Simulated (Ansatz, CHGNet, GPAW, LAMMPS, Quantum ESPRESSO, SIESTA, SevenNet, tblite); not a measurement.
# Glassy 40SiO2-28Al2O3-16Li2O-16SrO (mol %) (85 atoms): other programs against plane waves

Aim: forces, pressure and gap of glassy 40SiO2-28Al2O3-16Li2O-16SrO (mol %) (85 atoms) at one geometry, from other programs and methods, against plane-wave PBE.

Results are calculated, not measured.

## (1) The cell

The cell holds 85 atoms (10 Si, 14 Al, 8 Li, 4 Sr and 49 O), with edges of 9.96, 9.96 and 9.96 Å. Recipe: 85 atoms (10 Si, 14 Al, 8 Li, 4 Sr, 49 O) placed at random at 3.11 g/cm³, melted at 4000 K for 10 ps at fixed volume with the Morse and Coulomb pair potential with partial charges (Pedone, Malavasi, Menziani, Cormack and Segre, J. Phys. Chem. B 110, 11780 (2006)). Quenched from 4000 K to 300 K at 6 K/ps and fixed volume, held 5 ps, then minimised at fixed cell. The density is 3.11 g/cm³.

## (2) The reference input

Quantum ESPRESSO 7.5: Kohn-Sham DFT, PBE, SSSP efficiency 1.3.0 pseudopotentials, plane waves. Its input, pw.in:

```
&control
  calculation = 'scf'
  pseudo_dir = './pseudo'
  outdir = './tmp'
  disk_io = 'none'
  tprnfor = .true.
  tstress = .true.
/
&system
  ibrav = 0
  nat = 85
  ntyp = 5
  ecutwfc = 60
  ecutrho = 480
  nosym = .true.
  occupations = 'smearing'
  smearing = 'fd'
  degauss = 0.003675
/
&electrons
  conv_thr = 4.3e-07
  electron_maxstep = 100
  mixing_beta = 0.4
  mixing_mode = 'plain'
  diagonalization = 'david'
/
ATOMIC_SPECIES
Si 28.085 Si.upf
Al 26.982 Al.upf
Li 6.940 Li.upf
Sr 87.620 Sr.upf
O 15.999 O.upf
CELL_PARAMETERS angstrom
9.95650 0.00000 0.00000
0.00000 9.95650 0.00000
0.00000 0.00000 9.95650
ATOMIC_POSITIONS crystal
Si 0.04427 0.91730 0.20631
Si 0.96917 0.62312 0.81270
Si 0.34992 0.23476 0.29272
Si 0.29552 0.16497 0.00364
[... 79 atom lines left out ...]
O 0.09212 0.51489 0.17843
O 0.70666 0.76521 0.71492
K_POINTS gamma
```

```console
$ OMP_NUM_THREADS=1 mpirun -np 2 pw.x -in pw.in > output.txt
```

Wall time 5.9 min (2 MPI ranks of Arm Neoverse V1, shared host); peak memory 2.9 GiB.

It converged with an r.m.s. force component of 0.78 eV/Å and a pressure of 7.8 GPa.

Its highest filled and lowest empty levels lie 3.65 eV apart on its k-points.

## (3) What was run beside it

- CHGNet: machine-learned potential, published weights.
- GPAW 26.7.0: PAW with atomic orbitals (LCAO), plane waves or a real-space grid of spacing h.
- Quantum ESPRESSO 7.5: plane waves; labels (QE) give functional, pseudopotential set and cutoffs of waves/density.
- SIESTA 5.4.2: numerical atomic orbitals, whose automatically made sets are far from complete, with PseudoDojo norm-conserving potentials that we converted to its format (checked against plane waves on the same files for H, C, O, Si, Ge and Ca alone); labels give functional, basis size, energy shift and mesh cutoff.
- SevenNet: machine-learned potential, published weights.
- tblite 0.8.0: extended tight binding, driven from Python.

All use the same cell and atoms, and the electronic-structure runs the same k-mesh.

## (4) All runs compared

Differences are against the reference: forces as r.m.s. over components, share as that over the reference's r.m.s. force, slope as the fitted ratio of a run's forces to the reference's.

```tsv
run	Δ force, r.m.s. (meV/Å)	share (%)	slope	Δ pressure (GPa)	Δ gap (eV)	cores	CPU time	memory (GiB)
reference	-	-	-	-	-	2	12 min	2.9
CHGNet 0.3.0 potential	100	12.9	0.934	-0.402	-	1	5.3 s	1.4
CHGNet r2SCAN potential	273	35.1	0.672	-5.59	-	1	4.7 s	1.4
GPAW PBE, LCAO dzp, h 0.18 Å	271	34.9	1.288	-	-0.103	1	6 min	1.8
GPAW PBE, LCAO sz(dzp), h 0.18 Å (coarse)	1032	133	1.906	-	-0.686	1	92 s	1.3
GPAW revPBE, LCAO dzp, h 0.18 Å	299	38.5	1.319	-	0.03	1	6 min	1.8
QE PBE+D3(BJ), sssp-1.3.0-efficiency, 60/480 Ry	6.75	0.869	1.000	-2.62	0	2	12 min	2.9
SIESTA PBE, DZ, shift 0.01 Ry, mesh 500 Ry (coarse)	829	107	1.772	10.8	-0.476	2	3.2 min	1.6
SIESTA PBE, DZP, shift 0.01 Ry, mesh 150 Ry (coarse)	277	35.7	1.259	3.93	-0.301	2	2.1 min	0.9
SIESTA PBE, DZP, shift 0.01 Ry, mesh 500 Ry	277	35.7	1.260	3.94	-0.301	2	9.3 min	2.7
SevenNet 0 potential	60.0	7.73	0.963	-0.447	-	1	10 s	1.0
tblite GFN1-xTB	677	87.2	1.355	-23.6	-	1	7.9 s	0.12
```

Rows marked coarse were listed beforehand as settings not expected to be converged; some can still land near the reference.

Times of the machine-learned potentials are mostly Python's start and the loading of weights.

CPU time is summed over cores on shared hosts, so it is rough.

## (5) Findings

Forces lie from 0.87 % (QE PBE+D3(BJ), sssp-1.3.0-efficiency, 60/480 Ry) to 133 % (GPAW PBE, LCAO sz(dzp), h 0.18 Å, coarse) of the reference's r.m.s. force of 0.78 eV/Å away from it. The PBE runs in local orbitals, coarse settings apart, differ by 35 % (GPAW PBE, LCAO dzp, h 0.18 Å) to 36 % (SIESTA PBE, DZP, shift 0.01 Ry, mesh 500 Ry); basis, grid and potentials can all enter. Tight binding differs by 87 % (tblite GFN1-xTB); it is another model, with fitted parameters of its own, and the xTB methods hold dispersion. Machine-learned potentials differ by 7.7 % (SevenNet 0 potential) to 35 % (CHGNet r2SCAN potential); they were trained on other programs' data, some at another functional.

In the reference's own program, potentials and cutoffs, a change of model alone moves forces by 0.87 % (QE PBE+D3(BJ), sssp-1.3.0-efficiency, 60/480 Ry). Other rows with another functional or a dispersion term differ by 39 % (GPAW revPBE, LCAO dzp, h 0.18 Å), which mixes the change of model with differences of basis and potentials. Runs with settings chosen to be coarse differ by 36 % (SIESTA PBE, DZP, shift 0.01 Ry, mesh 150 Ry) to 133 % (GPAW PBE, LCAO sz(dzp), h 0.18 Å), their programs' other errors included. GPAW PBE, LCAO dzp, h 0.18 Å stiffens the forces by a factor of 1.29 while following their directions (correlation 0.989); the difference isn't even, but is largest on one element. From SIESTA PBE, DZP, shift 0.01 Ry, mesh 150 Ry to the finer SIESTA PBE, DZP, shift 0.01 Ry, mesh 500 Ry the share goes from 35.7 to 35.7 %, so the grid isn't what parts these runs from the reference. Pressures at PBE, coarse settings apart, lie +3.94 GPa from the reference's. Gaps at PBE, coarse settings apart, lie -0.30 to -0.10 eV from the reference's.

Caveats: Periodic xTB results under one method name differ between programs and library versions. The potentials hold different valence shells: 440 electrons in the reference, 424 in GPAW; this bears on time and differences. The reference's pressure holds the uncorrected Pulay stress of its 60 Ry basis, so small pressure differences may be the reference's own error. Machine-learned potentials mimic data converged in k, so the reference's own k-point error enters their differences. The quench rate of 6 K/ps is many orders above laboratory rates, so the cell is likely richer in defects and strain than a real sample. The network of bonds at the start is that of the classical potential that made the cell, and needn't be the one that DFT or experiment would give. The electronic-structure runs sample only Γ, in a cell whose shortest periodic width is 10 Å. The reference's pressure of 7.8 GPa reflects the volume that the recipe set, positions that aren't this level's minimum and the basis. Where levels are smeared, the DFT runs use Fermi–Dirac occupations at 580 K (0.05 eV), and energies are free energies. The reference's cutoffs and mesh weren't converged further here.

[Logs are printed without paths, hosts, clocks, repeated set-up lines and the standing remarks that a program may print on its own settings, such as how far it seeks lower states.]

[Hosts, paths, dates, database ids (printed as entryN), source tags and the programs' standing remarks are cut or masked in the printed files.]

[Cells were taken only where this reference lay near another plane-wave run.]
